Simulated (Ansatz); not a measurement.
```cif
data_structure
_symmetry_space_group_name_H-M 'P 1'
_symmetry_Int_Tables_number 1
_cell_length_a 5.6024
_cell_length_b 5.6024
_cell_length_c 5.6024
_cell_angle_alpha 90.000
_cell_angle_beta 90.000
_cell_angle_gamma 90.000
_cell_volume 175.84
loop_
_atom_site_label
_atom_site_type_symbol
_atom_site_fract_x
_atom_site_fract_y
_atom_site_fract_z
_atom_site_occupancy
La1 La 0.50000 0.00000 0.50000 1
La2 La 0.00000 0.50000 0.50000 1
La3 La 0.50000 0.50000 0.00000 1
In1 In 0.00000 0.00000 0.00000 1
P1 P 0.50000 0.50000 0.50000 1
```

What reflectivity and colour does Ansatz, PBE, independent particles, without spin-orbit coupling, line width 0.2 eV (Gaussian), carrier damping 0.2 eV give for this metal?

Reflectivity along the first axis:

| E (eV) | R (%) |
| --- | --- |
| 1.00 | 58.8 |
| 1.25 | 60.7 |
| 1.50 | 59.1 |
| 1.75 | 55.8 |
| 2.00 | 52.5 |
| 2.25 | 45.2 |
| 2.50 | 39.1 |
| 2.75 | 37.9 |
| 3.00 | 41.1 |
| 3.25 | 47.8 |
| 3.50 | 50.6 |
| 3.75 | 48.0 |
| 4.00 | 44.2 |
| 4.25 | 44.5 |
| 4.50 | 46.8 |
| 4.75 | 45.8 |
| 5.00 | 45.8 |

The colour is faintly orange: CIE x = 0.340, y = 0.345, luminous reflectivity 46 % under D65, from the mean over the axes. The mesh is 6×6×6, and the carriers' damping is typed.

Note: cells built here by substitution need not match a known phase.

[Logs are printed without paths, hosts, clocks, repeated set-up lines and the standing remarks that a program may print on its own settings, such as how far it seeks lower states.]
